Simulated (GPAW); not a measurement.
**HfS2 (1T monolayer): G0W0 with GPAW, start to end**

Wanted: ground state, empty states, screening and self-energy for HfS2 (1T monolayer).

Calculated with GPAW 26.7.0; LDA and many-body steps on it, plane waves.

The raw output is cut from this account; settings, times and results stay.

## Step 1: The starting structure

The cell holds 3 atoms: 1 Hf and 2 S. Cell: a = 3.565 Å, b = 3.565 Å, c = 14.300 Å, α = 90.0°, β = 90.0°, γ = 120.0°. Vacuum lies along c.

The structure was relaxed with LDA. The runs that relaxed it are not among those shown.

## Step 2: Ground state

This step: GPAW 26.7.0; DFT, LDA, plane waves, PAW.

The ground-state density comes first.

The input, run.py:

```python
import json
import numpy as np
from gpaw.mpi import world
from ase import Atoms
from gpaw import GPAW, PW, FermiDirac

atoms = Atoms(['Hf', 'S', 'S'],
    cell=[[3.5649146584, 0.0000000000, 0.0000000000],
      [-1.7824573292, 3.0873066565, 0.0000000000],
      [0.0000000000, 0.0000000000, 14.3000000000]],
    scaled_positions=[[0.0000000000, 0.0000000000, 0.5000000000],
      [0.3333333333, 0.6666666667, 0.6006334634],
      [0.6666666667, 0.3333333333, 0.3993665366]],
    pbc=(True, True, False))
calc = GPAW(mode=PW(450),
    xc='LDA',
    kpts={'size': (12, 12, 1), 'gamma': True},
    occupations=FermiDirac(0.001),
    nbands=-7,
    convergence={'density': 1e-6, 'bands': -3},
    maxiter=100,
    txt='gs.txt')
atoms.calc = calc
res = {'energy': atoms.get_potential_energy()}
kpts = calc.get_ibz_k_points()
res['kpts'] = kpts
res['eigenvalues'] = [calc.get_eigenvalues(kpt=k) for k in range(len(kpts))]
res['n_electrons'] = calc.get_number_of_electrons()
calc.write('gs.gpw')

if world.rank == 0:
    with open('result.json', 'w') as f:
        json.dump(res, f, default=lambda x: x.tolist())
```

Started as:

```
$ mpirun -n 16 gpaw python run.py
```

Run time: 5.3 s. Hardware: 16 MPI ranks of Arm Neoverse V2, shared host; peak memory 2.3 GiB; 78 s of CPU time.

Numbers from this step:

| Item | Value |
| --- | --- |
| total energy | -22.32 eV |
| gap | 1.002 eV |
| k of the valence top | 0, 0, 0 |
| k of the conduction bottom | 0.5, 0.5, 0 |
| least direct gap | 1.873 eV |

The gap is indirect, with the least direct gap 0.87 eV higher.

## Step 3: Bands along the symmetry lines

The cheap functional maps the bands first; the places of the edges decide which points the dearer methods must see.

The input, run.py:

```python
import json
import numpy as np
from gpaw.mpi import world
from gpaw import GPAW

path = [[0.000000, 0.000000, 0.000000],
    [0.062500, 0.000000, 0.000000],
    [0.125000, 0.000000, 0.000000],
    [0.187500, 0.000000, 0.000000],
    [0.250000, 0.000000, 0.000000],
    [0.312500, 0.000000, 0.000000],
    [0.375000, 0.000000, 0.000000],
    [0.437500, 0.000000, 0.000000],
    [0.500000, 0.000000, 0.000000],
    [0.479167, 0.041667, 0.000000],
    [0.458333, 0.083333, 0.000000],
    [0.437500, 0.125000, 0.000000],
    [0.416667, 0.166667, 0.000000],
    [0.395833, 0.208333, 0.000000],
    [0.375000, 0.250000, 0.000000],
    [0.354167, 0.291667, 0.000000],
    [0.333333, 0.333333, 0.000000],
    [0.291667, 0.291667, 0.000000],
    [0.250000, 0.250000, 0.000000],
    [0.208333, 0.208333, 0.000000],
    [0.166667, 0.166667, 0.000000],
    [0.125000, 0.125000, 0.000000],
    [0.083333, 0.083333, 0.000000],
    [0.041667, 0.041667, 0.000000],
    [0.000000, 0.000000, 0.000000]]
calc = GPAW('gs.gpw').fixed_density(kpts=path,
    symmetry='off',
    nbands=22,
    convergence={'bands': 18},
    txt='bands.txt')
res = {}
kpts = calc.get_ibz_k_points()
res['kpts'] = kpts
res['eigenvalues'] = [calc.get_eigenvalues(kpt=k) for k in range(len(kpts))]
res['n_electrons'] = calc.get_number_of_electrons()

if world.rank == 0:
    with open('result.json', 'w') as f:
        json.dump(res, f, default=lambda x: x.tolist())
```

Started as:

```
$ mpirun -n 16 gpaw python run.py
```

Elapsed: 5 s, on 16 MPI ranks; peak memory 2.8 GiB; 76 s of CPU time.

Read from the output:

| Property | Result |
| --- | --- |
| gap | 1.002 eV |
| k of the valence top | 0, 0, 0 |
| k of the conduction bottom | 0.5, 0, 0 |
| least direct gap | 1.873 eV |

The gap is 1.002 eV, as in the run before at this level.

Electronic bands along the path, in eV, zero at the top of the highest filled band:

| point | band 9 | band 10 | band 11 | band 12 | band 13 | band 14 | band 15 | band 16 |
| --- | --- | --- | --- | --- | --- | --- | --- | --- |
| Γ | -2.78 | -1.08 | 0.00 | 0.00 | 1.87 | 1.87 | 2.62 | 5.28 |
| halfway | -2.63 | -2.52 | -0.98 | -0.64 | 1.43 | 3.26 | 3.56 | 5.01 |
| M | -2.59 | -2.54 | -1.42 | -1.09 | 1.00 | 4.11 | 4.23 | 6.11 |
| halfway | -2.61 | -2.39 | -2.05 | -1.50 | 1.91 | 3.85 | 3.90 | 5.60 |
| K | -3.70 | -2.02 | -2.02 | -1.93 | 2.67 | 3.53 | 3.53 | 5.94 |
| halfway | -2.97 | -2.26 | -1.73 | -0.66 | 2.22 | 2.51 | 4.08 | 4.98 |
| Γ | -2.78 | -1.08 | 0.00 | 0.00 | 1.87 | 1.87 | 2.62 | 5.28 |

## Step 4: Empty states on the mesh, 12×12×1 mesh, 367 bands

The sums over transitions need many empty states on a uniform mesh; this step solves for them.

The input, run.py:

```python
import json
import numpy as np
from gpaw.mpi import world
from gpaw import GPAW

calc = GPAW('gs.gpw').fixed_density(kpts={'size': (12, 12, 1), 'gamma': True},
    parallel={'domain': 1, 'band': 1},
    txt='nscf.txt')
calc.diagonalize_full_hamiltonian(nbands=367)
calc.write('full.gpw', mode='all')
res = {}
kpts = calc.get_ibz_k_points()
res['kpts'] = kpts
res['eigenvalues'] = [calc.get_eigenvalues(kpt=k) for k in range(len(kpts))]
res['n_electrons'] = calc.get_number_of_electrons()

if world.rank == 0:
    with open('result.json', 'w') as f:
        json.dump(res, f, default=lambda x: x.tolist())
```

Started as:

```
$ mpirun -n 16 gpaw python run.py
```

It took 89 s on 16 MPI ranks; peak memory 14 GiB; 23 min of CPU time.

Numbers from this step:

```
gap                                                           : 1.002 eV
k of the valence top                                          : 0, 0, 0
k of the conduction bottom                                    : 0.5, 0.5, 0
least direct gap                                              : 1.873 eV
k points computed                                             : 19
lowest point of the top converged band, above the valence top : 97.2421 eV
```

On this mesh the gap is 1.002 eV.

## Step 5: Screening and self-energy, 12×12×1 mesh, 166 bands, screening to 60 eV

G0W0 replaces the xc potential by the self-energy, built once from these orbitals. Only a window of levels is corrected, while the sums run over the empty bands that the input names.

This step: G0W0 on LDA, plane waves, PAW.

The input, run.py:

```python
import json
import numpy as np
from gpaw.mpi import world
from gpaw.response.g0w0 import G0W0

gw = G0W0('full.gpw',
    filename='gw',
    kpts=[0, 18],
    bands=(10, 14),
    ecut=60,
    nbands=166,
    truncation='2D',
    integrate_gamma='sphere',
    q0_correction=True,
    frequencies={'type': 'nonlinear', 'domega0': 0.15, 'omega2': 15.0},
    eta=0.1,
    nblocksmax=True)
gw.calculate()
res = {mode: {k: v for k, v in r.items() if k != 'sigma_eskwn'}
       for mode, r in gw.all_results.items()}

if world.rank == 0:
    with open('result.json', 'w') as f:
        json.dump(res, f, default=lambda x: x.tolist())
```

Started as:

```
$ mpirun -n 16 gpaw python run.py
```

The job ended after 2.8 min (16 MPI ranks; peak memory 5.6 GiB; 44 min of CPU time).

Numbers from this step:

```
G0W0 gap on the mesh                         : 2.410 eV
least direct G0W0 gap on the computed points : 3.475 eV
Z at the valence top                         : 0.7411
Z at the conduction bottom                   : 0.7494
starting gap on the mesh                     : 1.002 eV
k of the valence top                         : 0, 0, 0
k of the conduction bottom                   : 0.5, 0.5, 0
```

The gap on the mesh goes from 1.00 eV to 2.41 eV, a correction of +1.41 eV.

Limits: finite bands, cutoff and mesh; no spin-orbit coupling. v1 is the top filled band, c1 the lowest empty one. The levels before and after the correction (eV, zero at the valence-band top of each column):

```csv
,conduction bottom,valence top
Kohn-Sham,1.00,0.00
G0W0,2.41,0.00
```

```
                    level  energy (eV)
Kohn-Sham         Γ v2-v1        0.000
Kohn-Sham         Γ c1-c2        1.873
Kohn-Sham  (0.5 0.5 0) v2       -1.418
Kohn-Sham  (0.5 0.5 0) v1       -1.091
Kohn-Sham  (0.5 0.5 0) c1        1.002
Kohn-Sham  (0.5 0.5 0) c2        4.107
     G0W0         Γ v2-v1        0.000
     G0W0         Γ c1-c2        3.475
     G0W0  (0.5 0.5 0) v2       -1.612
     G0W0  (0.5 0.5 0) v1       -1.213
     G0W0  (0.5 0.5 0) c1        2.410
     G0W0  (0.5 0.5 0) c2        5.953
```

## Step 6: Where the time went

Times are wall times on 16 MPI ranks of Arm Neoverse V2, shared host, good to a factor of about two.

```
                          step     time  share  memory (GiB)
                  ground state    5.3 s    2 %           2.3
bands along the symmetry lines      5 s    2 %           2.8
      empty states on the mesh     89 s   34 %            14
     screening and self-energy  2.8 min   63 %           5.6
```

## Step 7: Results

* LDA gap: 1.00 eV, indirect
* G0W0 gap on the mesh: 2.41 eV
* GW settings: 12×12×1 mesh, 166 bands, screening to 60 eV, full frequency, Hilbert transform
* known limits: short of the basis limit; no spin-orbit coupling

In words: G0W0 moves the gap on the mesh from 1.00 eV to 2.41 eV (+1.41 eV), with Z of 0.74 and 0.75 at the edges. The dearest step here is «screening and self-energy». Bands and cutoff are finite, so the gap stands short of the basis limit, usually by up to a few tenths of an eV; the mesh is an error of its own. In this program the long-wavelength screening can come out low in d oxides and layered crystals. The many-body steps are scalar-relativistic: spin-orbit coupling is not in them.

[Long decimals in the printed logs are rounded to 6 places.]

[Logs are printed without paths, hosts, clocks, repeated set-up lines and the standing remarks that a program may print on its own settings, such as how far it seeks lower states.]

[Paths, hosts, dates, memory and timing lines, banners, echoed tables and standing remarks are left out of the program output; an Ansatz launch command may be rebuilt from the run's recorded settings. Measured values are a selection of at most five: reports struck by readers or far from the other reports are left out. None is set beside runs whose start may be inverted or whose files or cutoffs have a known fault.]

[Runs of the session that timed out or met a known fault of the program may be left out.]

[Hosts, paths, dates, database ids (printed as entryN), source tags and the programs' standing remarks are cut or masked in the printed files.]

[Where the starting crystal was built by hand or by swapping elements, it need not be the compound's stable phase.]
